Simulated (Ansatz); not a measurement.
# KAuF3 (cubic perovskite) (Pm-3m): how robust is the cRPA U?

What does U in KAuF3 (cubic perovskite) (Pm-3m) depend on besides the window?

Method: constrained RPA on LDA, plane waves, PAW, in Ansatz 0.2.0.

The structure was built from a prototype and need not be the compound's stable phase.

### Step 1. Starting point

It takes space group Pm-3m (No. 221, cubic). Conventional cell: a = 4.328 Å, b = 4.328 Å, c = 4.328 Å, α = 90.00°, β = 90.00°, γ = 90.00°. K has 12 F at 3.06 Å nearest. Au has 6 F at 2.16 Å nearest. F has 2 Au at 2.16 Å and 4 K at 3.06 Å nearest. Farther neighbours and most contacts between anions are not listed.

The structure was relaxed with LDA. The structure type comes from a generator and need not be one that this composition takes. The structure was generated from a model, not taken from a measurement. The runs that relaxed it are not among those shown. The program's search for lower electronic states was switched off, so nothing shows that the state found is the lowest. Spin-orbit coupling is left out unless a step names it. The default PAW set here is soft_2. Its files were made with PBE.

### Step 2. Base: Au d, bands v5 to v1, 4×4×4 mesh, medium accuracy

Constrained RPA screens the interaction with every transition except those inside the target bands, which a later many-body model would treat itself.

Contents of input.yaml:

```yaml
crystal:
  lattice:
    - [0.0, -4.32778339, 0.0]
    - [0.0, 0.0, 4.32778339]
    - [-4.32778339, 0.0, 0.0]
  atoms:
    - { symbol: K, position: [0.0, 0.0, 0.0] }
    - { symbol: Au, position: [0.5, 0.5, 0.5] }
    - { symbol: F, position: [0.5, 0.5, 0.0] }
    - { symbol: F, position: [0.5, 0.0, 0.5] }
    - { symbol: F, position: [0.0, 0.5, 0.5] }
kpoints:
  mp_grid: { grid: [8, 8, 8] }
hamiltonian:
  xc: lda
scf:
  occupations: { method: gaussian, width: 0.08 }
  n_extra_bands: 19
  max_iter: 150
  lower_state_search: "off"
output:
  crpa:
    kmesh: [4, 4, 4]
    target_bands: [v5, v1]
    projections: [{ species: Au, l: d, shell: 5 }]
  local_orbitals:
    kmesh: [8, 8, 8]
    orbitals: [{ species: Au, l: d, shell: 5 }]
    window: { bands: [v5, v1] }
    seedname: lo
```

On the command line:

```console
$ ansatz run input.yaml --threads 4 --pin off --max-ram 9216MiB --backend cpu --events-out ev --progress --plain --runs-dir out
```

Numbers of over 12 decimals in the logs are rounded to 6 here.

Output:

```text
scf.n_extra_bands = 19 over 25 filled bands (N_el = 49.0): the run solves 44 bands
Engine: ansatz 0.2.0, aarch64-unknown-linux-gnu
Pseudopotentials: kind: paw
Pseudopotential: K, paw, valence charge 9, recommended cutoff 420 eV (normal), K.paw.azcp
Pseudopotential: Au, paw, valence charge 19, recommended cutoff 420 eV (normal), Au.paw.azcp
Pseudopotential: F, paw, valence charge 7, recommended cutoff 420 eV (normal), F.paw.azcp
Functional definition: SPW92
  exchange = slater_x
  correlation = pw_c
Crystal: 5 atoms, lattice volume = 81.058 Å³
Basis set: ecut = 420 eV, 1575 PW (Γ)
Bands: 44, of which v1, the nominal top of the filled ones, is band 25 counted from 1 (24 counted from 0)
Symmetry: 48 space group operations
Space group: Pm-3m (ITA 221), of the structure as read, at distance tolerance 4.3e-5 Å
k-points: 35 of 512
Non-local potential: K, projectors of the file, l = 0: 3, l = 1: 2, l = 2: 2
Non-local potential: Au, projectors of the file, l = 0: 3, l = 1: 2, l = 2: 2, l = 3: 1
Non-local potential: F, projectors of the file, l = 0: 2, l = 1: 2, l = 2: 1
PAW form: soft (Blöchl's): semilocal exchange-correlation on the pseudo side does not see the compensation charge
PAW frozen core: K, regenerated for the run's functional, and the local potential with it (the file was generated under x = pbe(κ = 0.804, μ = 0.219515), c = pbe(β = 0.066725))
PAW frozen core: Au, regenerated for the run's functional, and the local potential with it (the file was generated under x = pbe(κ = 0.804, μ = 0.219515), c = pbe(β = 0.066725))
PAW frozen core: F, regenerated for the run's functional, and the local potential with it (the file was generated under x = pbe(κ = 0.804, μ = 0.219515), c = pbe(β = 0.066725))
PAW one-centre angular grid: K, 110 points (default); XC on 64 Gauss nodes
PAW one-centre angular grid: Au, 590 points (default); XC on 64 Gauss nodes
PAW one-centre angular grid: F, 110 points (default); XC on 64 Gauss nodes
Initial density: superposition of atomic densities (neutral atoms: chi_scale 0, normalization atom), corrected by the library's trained network
Initial wavefunctions: pseudopotential atomic-orbital guess
Functional: x = slater, c = lda
SCF iter   1: F=—  HF=-16742.034424 eV  |F-HF|=—  |Δ(HF+E_count)|=         —  Δρ=1.94e-2  dr2=2.20e-1  ethr=1.77e-3  ⟨swp⟩=5.9  Hψ=7017  notcnv=0  defer=273
preconditioner: auto → LDOS  [insulator: Δε(μ)=0.123 eV  Ē_g=19.783 eV  σ=0.080 eV  W_gap=0.68  n_scr=18 (ndim 8)  ℏωp=25.8 eV  f_vac=0.130  D(μ)=1.51/eV (n_scr^D=6)  ε∞_Penn≈2.7  β→1.0]
SCF iter   2: F=—  HF=-16742.049684 eV  |F-HF|=—  |Δ(HF+E_count)|=   1.53e-2  Δρ=2.24e-2  dr2=2.38e-1  ethr=4.50e-4  ⟨swp⟩=2.0  Hψ=2744  notcnv=0  defer=439
[...]
NSCF: frozen V_eff on 38 k-points
NSCF: frozen V_eff on 10 k-points
[...]
cRPA screening: q 1/64
cRPA screening: q 2/64
cRPA screening: q 8/64 (q-point 3)
cRPA screening: q 11/64 (q-point 6)
cRPA screening: q 23/64 (q-point 7)
cRPA screening: q 35/64 (q-point 11)
cRPA screening: q 38/64 (q-point 22)
cRPA screening: q 46/64 (q-point 23)
cRPA screening: q 58/64 (q-point 27)
cRPA screening: q 64/64 (q-point 43)
SCF converged after 7 iterations
Free energy (F): -16741.969244 eV
Harris-Foulkes:  -16741.969244 eV  (|F-HF|=4.47e-10)
Internal energy: -16741.964387 eV  (E = F + TS)
E sigma→0 (E₀):  -16741.966815 eV
Entropy (-TS):   -0.004857 eV (-0.971 meV/atom)
Fermi energy:    6.678753 eV
--- Per-component energies (eV) ---
  E_band       = -611.278009
  E_kinetic    = 1470.743398
  E_local      = -5340.252041  (includes V_loc(G=0)·N_el)
  E_nonlocal   = 327.236853
  E_hartree    = 2133.303853
  E_xc         = -590.662488
  E_vxc        = -737.503996  (∫ρ·V_xc dr)
  E_paw        = -10728.395519  (= ΣΔE_a)
  E_vpaw       = -598.116029  (= ΣTr[D̂ρ^β])
  E_aug_tail   = 0.006511  (compensation charges beyond the density's cutoff)
  E_ewald      = -4015.064928
  E_core_change = 1.119973  (= ΣΔE_core)
  E_smearing   = -0.004857  (= −TS)
  E_closure    = -0.000000  (closes the sum)
  Σ components = -16741.969244   (vs F -16741.969244, Δ=0.00e0)
--- Band table (eV; the first three rows and the last of 35) ---
  k-point 0: bands = [... 21 lower, 3.3903, 3.3903, 4.2191, 4.2191, 7.1735, 12.6527, 12.6527, 12.9357, ... 15 higher]
  k-point 1: bands = [... 21 lower, 3.6421, 3.6421, 4.2203, 4.6291, 7.4762, 12.6788, 12.7510, 13.0450, ... 15 higher]
  k-point 2: bands = [... 21 lower, 4.0729, 4.0729, 4.2230, 5.1915, 8.3481, 12.4449, 12.9969, 13.6119, ... 15 higher]
  k-point 34: bands = [... 21 lower, 5.0000, 5.0000, 7.6811, 7.6811, 12.3521, 12.3521, 12.3521, 13.0592, ... 15 higher]
--- cRPA (band scheme, projected local orbitals): target bands 21..25 (1-based), 5 Wannier function(s), 4×4×4 mesh, 50 bands' worth read of 55 solved, ecut_chi 136.0 eV, v(q+G=0) probe_charge, pair densities all_electron ---
  bands read: the sum over 50 bands ends inside a degenerate multiplet in 1 slot, whose members it reads at an even weight; the widest, k=42: bands 49 to 51 (counted from 1) at 2/3 each
  χ-basis size per q: N_G = 257..304
  window electrons = 9.0000, filled by tetrahedron_uncorrected; constrained ε̄⁻¹(q = 0, 0) head = 0.339990; min gauge Gram eig = 0.5746
  Kanamori averages over each shell's own Wannier functions (sites counted from 0, functions from 1):
    Site 1, 5D, 5 of 5 d orbitals (Wannier functions 1, 2, 3, 4, 5; wannier90's mr 1, 2, 3, 4, 5):
      screened: U = 4.6585 eV, U' = 3.9835 eV, J = 0.3114 eV
      screened d-shell averages: U_bar = F0 = 4.1185 eV, J_bar = 0.4464 eV
      screened, to within: U = 1.6e-2 eV, U' = 1.6e-2 eV, J = 5.9e-4 eV
      screened d-shell averages, to within: U_bar = 1.4e-2 eV, J_bar = 1.0e-3 eV
      bare: V = 12.6646 eV, V' = 11.6639 eV, J = 0.4291 eV
      bare d-shell averages: V_bar = F0 = 11.8641 eV, J_bar = 0.6293 eV
  Hermiticity witness max|P − P†| over intra, direct and exchange elements: 7.99e-15 eV (screened), 1.78e-15 eV (bare)
  Reality witness max|Im| over intra, direct and exchange elements: 6.58e-18 eV (screened), 1.54e-17 eV (bare)
```

Run time: 86 s. Hardware: 4 threads of Arm Neoverse V1, shared host; peak memory 0.64 GiB.

In the SCF lines HF is the Harris–Foulkes energy and dr2 the Hartree energy of the density residual, in eV; the loop may stop once dr2 is under the threshold and the program's other checks hold. Hψ counts applications of the Hamiltonian.

Numbers from this step:

```yaml
u: 4.658 eV
u_prime_inter_orbital: 3.983 eV
j: 0.3114 eV
bare_v: 12.66 eV
bare_j: 0.4291 eV
stated_bound_on_u: 0.01515 eV
u_over_bare_v: 0.3678
electrons_in_the_window: 9.000
head_of_the_constrained_inverse_dielectric_matrix: 0.3400
least_eigenvalue_of_the_projection_s_overlap: 0.5746
target_functions: 5
bands_in_the_sums: 50
r_m_s_miss_of_the_model_bands: 0.001429 eV
width_of_the_target_bands: 4.291 eV
weight_of_the_projected_orbitals_in_the_window: 0.7318
```

On the Au d shell, screening brings the on-site interaction from 12.7 eV down to U = 4.66 eV.

### Step 3. Changed: 2×2×2 mesh

Changes to input.yaml since step 2:

```diff
@@ -22,9 +22,4 @@
   crpa:
-    kmesh: [4, 4, 4]
+    kmesh: [2, 2, 2]
     target_bands: [v5, v1]
     projections: [{ species: Au, l: d, shell: 5 }]
-  local_orbitals:
-    kmesh: [8, 8, 8]
-    orbitals: [{ species: Au, l: d, shell: 5 }]
-    window: { bands: [v5, v1] }
-    seedname: lo
```

Output:

```text
[...]
Crystal: 5 atoms, lattice volume = 81.058 Å³
Basis set: ecut = 420 eV, 1575 PW (Γ)
Bands: 44, of which v1, the nominal top of the filled ones, is band 25 counted from 1 (24 counted from 0)
Symmetry: 48 space group operations
[...]
k-points: 35 of 512
[...]
SCF iter   1: F=—  HF=-16742.034424 eV  |F-HF|=—  |Δ(HF+E_count)|=         —  Δρ=1.94e-2  dr2=2.20e-1  ethr=1.77e-3  ⟨swp⟩=5.9  Hψ=7017  notcnv=0  defer=273
[...]
SCF iter   7: F=-16741.969244 eV  HF=-16741.969244 eV  |F-HF|=4.47e-10  |Δ(HF+E_count)|=   5.81e-8  Δρ=3.97e-6  dr2=4.45e-9  ethr=2.04e-10  ⟨swp⟩=11.3  Hψ=8287  notcnv=0
SCF 1 converged in 7 iterations: F = -16741.969244 eV  dr2 = 4.45e-9
[...]
NSCF: frozen V_eff on 4 k-points
[...]
cRPA screening: q 1/8
cRPA screening: q 2/8
cRPA screening: q 5/8 (q-point 4)
cRPA screening: q 8/8
SCF converged after 7 iterations
Free energy (F): -16741.969244 eV
[...]
Internal energy: -16741.964387 eV  (E = F + TS)
E sigma→0 (E₀):  -16741.966815 eV
Entropy (-TS):   -0.004857 eV (-0.971 meV/atom)
Fermi energy:    6.678753 eV
[...]
--- Band table (eV; the first three rows and the last of 35) ---
  k-point 0: bands = [... 21 lower, 3.3903, 3.3903, 4.2191, 4.2191, 7.1735, 12.6527, 12.6527, 12.9357, ... 15 higher]
  k-point 1: bands = [... 21 lower, 3.6421, 3.6421, 4.2203, 4.6291, 7.4762, 12.6788, 12.7510, 13.0450, ... 15 higher]
  k-point 2: bands = [... 21 lower, 4.0729, 4.0729, 4.2230, 5.1915, 8.3481, 12.4449, 12.9969, 13.6119, ... 15 higher]
  k-point 34: bands = [... 21 lower, 5.0000, 5.0000, 7.6811, 7.6811, 12.3521, 12.3521, 12.3521, 13.0592, ... 15 higher]
[...]
χ-basis size per q: N_G = 257..304
[...]
screened: U = 5.2134 eV, U' = 4.5002 eV, J = 0.3329 eV
      screened d-shell averages: U_bar = F0 = 4.6429 eV, J_bar = 0.4756 eV
      screened, to within: U = 1.4e-2 eV, U' = 1.4e-2 eV, J = 6.0e-4 eV
      screened d-shell averages, to within: U_bar = 1.3e-2 eV, J_bar = 9.9e-4 eV
      bare: V = 13.3349 eV, V' = 12.3018 eV, J = 0.4562 eV
      bare d-shell averages: V_bar = F0 = 12.5084 eV, J_bar = 0.6628 eV
[...]
```

Elapsed: 11 s, on 4 threads; peak memory 0.54 GiB; 38 s of CPU time.

Numbers from this step:

```
U                                                 : 5.213 eV
U prime (inter-orbital)                           : 4.500 eV
J                                                 : 0.3329 eV
bare V                                            : 13.33 eV
bare J                                            : 0.4562 eV
stated bound on U                                 : 0.01383 eV
U over bare V                                     : 0.3910
electrons in the window                           : 9.000
head of the constrained inverse dielectric matrix : 0.4062
least eigenvalue of the projection's overlap      : 0.5746
target functions                                  : 5
bands in the sums                                 : 50
width of the target bands                         : 4.291 eV
weight of the projected orbitals in the window    : 0.7318
```

On the Au d shell, screening brings the on-site interaction from 13.3 eV down to U = 5.21 eV.

### Step 4. Changed: 6×6×6 mesh

Changes to input.yaml since step 3:

```diff
@@ -22,3 +22,3 @@
   crpa:
-    kmesh: [2, 2, 2]
+    kmesh: [6, 6, 6]
     target_bands: [v5, v1]
```

Output:

```text
[...]
Crystal: 5 atoms, lattice volume = 81.058 Å³
Basis set: ecut = 420 eV, 1575 PW (Γ)
Bands: 44, of which v1, the nominal top of the filled ones, is band 25 counted from 1 (24 counted from 0)
Symmetry: 48 space group operations
[...]
k-points: 35 of 512
[...]
χ-basis size per q: N_G = 257..304
[...]
screened: U = 4.6527 eV, U' = 3.9812 eV, J = 0.3093 eV
      screened d-shell averages: U_bar = F0 = 4.1155 eV, J_bar = 0.4436 eV
      screened, to within: U = 1.5e-2 eV, U' = 1.5e-2 eV, J = 5.9e-4 eV
      screened d-shell averages, to within: U_bar = 1.4e-2 eV, J_bar = 1.0e-3 eV
      bare: V = 12.5814 eV, V' = 11.5854 eV, J = 0.4262 eV
      bare d-shell averages: V_bar = F0 = 11.7846 eV, J_bar = 0.6254 eV
[...]
[key lines of the parts left out:]
SCF converged after 7 iterations
Free energy (F): -16741.969244 eV
Fermi energy:    6.678753 eV
```

It took 8.8 min on 4 threads; peak memory 0.9 GiB.

This step gave:

| Property | Result |
| --- | --- |
| U | 4.653 eV |
| U prime (inter-orbital) | 3.981 eV |
| J | 0.3093 eV |
| bare V | 12.58 eV |
| bare J | 0.4262 eV |
| stated bound on U | 0.01490 eV |
| U over bare V | 0.3698 |
| electrons in the window | 9.000 |
| head of the constrained inverse dielectric matrix | 0.3478 |
| least eigenvalue of the projection's overlap | 0.5746 |
| target functions | 5 |
| bands in the sums | 50 |
| width of the target bands | 4.291 eV |
| weight of the projected orbitals in the window | 0.7318 |

On the Au d shell, screening brings the on-site interaction from 12.6 eV down to U = 4.65 eV.

### Step 5. Changed: sums over states

Changes to input.yaml since step 4:

```diff
@@ -22,4 +22,7 @@
   crpa:
-    kmesh: [6, 6, 6]
+    kmesh: [4, 4, 4]
     target_bands: [v5, v1]
     projections: [{ species: Au, l: d, shell: 5 }]
+    accuracy: sum_over_states
+    n_empty_bands: 100
+    ecut_chi: 136
```

Output:

```text
[...]
Crystal: 5 atoms, lattice volume = 81.058 Å³
Basis set: ecut = 420 eV, 1575 PW (Γ)
Bands: 44, of which v1, the nominal top of the filled ones, is band 25 counted from 1 (24 counted from 0)
Symmetry: 48 space group operations
[...]
k-points: 35 of 512
[...]
χ-basis size per q: N_G = 257..304
[...]
U and J over all bands: no bound (output.crpa.accuracy: sum_over_states); those below are of the sums over the bands read on the sphere of ecut_chi, with what the atoms add
[...]
screened: U = 4.6991 eV, U' = 3.9884 eV, J = 0.3286 eV
      screened d-shell averages: U_bar = F0 = 4.1305 eV, J_bar = 0.4707 eV
      bare: V = 12.6646 eV, V' = 11.6639 eV, J = 0.4291 eV
      bare d-shell averages: V_bar = F0 = 11.8641 eV, J_bar = 0.6293 eV
[...]
[key lines of the parts left out:]
SCF converged after 7 iterations
Free energy (F): -16741.969244 eV
Fermi energy:    6.678753 eV
```

Run time: 14 s. Hardware: 4 threads; peak memory 0.68 GiB; 51 s of CPU time.

This variant gives U = 4.70 eV against 4.66 eV. It is a finite sum over empty states with no bound on its error and stays out of the table below.

### Step 6. Changed: smooth pair densities

Changes to input.yaml since step 5:

```diff
@@ -25,4 +25,2 @@
     projections: [{ species: Au, l: d, shell: 5 }]
-    accuracy: sum_over_states
-    n_empty_bands: 100
-    ecut_chi: 136
+    pair_densities: pseudo
```

Output:

```text
[...]
Crystal: 5 atoms, lattice volume = 81.058 Å³
Basis set: ecut = 420 eV, 1575 PW (Γ)
Bands: 44, of which v1, the nominal top of the filled ones, is band 25 counted from 1 (24 counted from 0)
Symmetry: 48 space group operations
[...]
k-points: 35 of 512
[...]
screened, to within: U = 1.3e-3 eV, U' = 1.3e-3 eV, J = 8.3e-5 eV
      screened d-shell averages, to within: U_bar = 1.2e-3 eV, J_bar = 1.3e-4 eV
      screened, sum over states alone: U = 5.1293 eV, U' = 4.3144 eV, J = 0.3792 eV
      screened d-shell averages, sum over states alone: U_bar = F0 = 4.4774 eV, J_bar = 0.5422 eV
      bare: V = 12.6646 eV, V' = 11.6639 eV, J = 0.4291 eV
      bare d-shell averages: V_bar = F0 = 11.8641 eV, J_bar = 0.6293 eV
[...]
[key lines of the parts left out:]
SCF converged after 7 iterations
Free energy (F): -16741.969244 eV
Fermi energy:    6.678753 eV
```

It took 1.9 min on 4 threads; peak memory 0.55 GiB; 7.2 min of CPU time.

This step gave:

```
U                                                 : 4.693 eV
U prime (inter-orbital)                           : 3.982 eV
J                                                 : 0.3293 eV
bare V                                            : 12.66 eV
bare J                                            : 0.4291 eV
stated bound on U                                 : 0.001298 eV
U over bare V                                     : 0.3706
electrons in the window                           : 9.000
head of the constrained inverse dielectric matrix : 0.3404
least eigenvalue of the projection's overlap      : 0.5746
target functions                                  : 5
bands in the sums                                 : 50
width of the target bands                         : 4.291 eV
weight of the projected orbitals in the window    : 0.7318
```

On the Au d shell, screening brings the on-site interaction from 12.7 eV down to U = 4.69 eV.

(Part 1 of 2 ends here.)

[Paths, hosts, dates, memory and timing lines, banners, echoed tables and standing remarks are left out of the program output.]

[Logs are printed without paths, hosts, clocks, repeated set-up lines and the standing remarks that a program may print on its own settings, such as how far it seeks lower states.]

[Runs of the session that timed out or met a known fault of the program may be left out.]

[Hosts, paths, dates, database ids (printed as entryN), source tags and the programs' standing remarks are cut or masked in the printed files.]
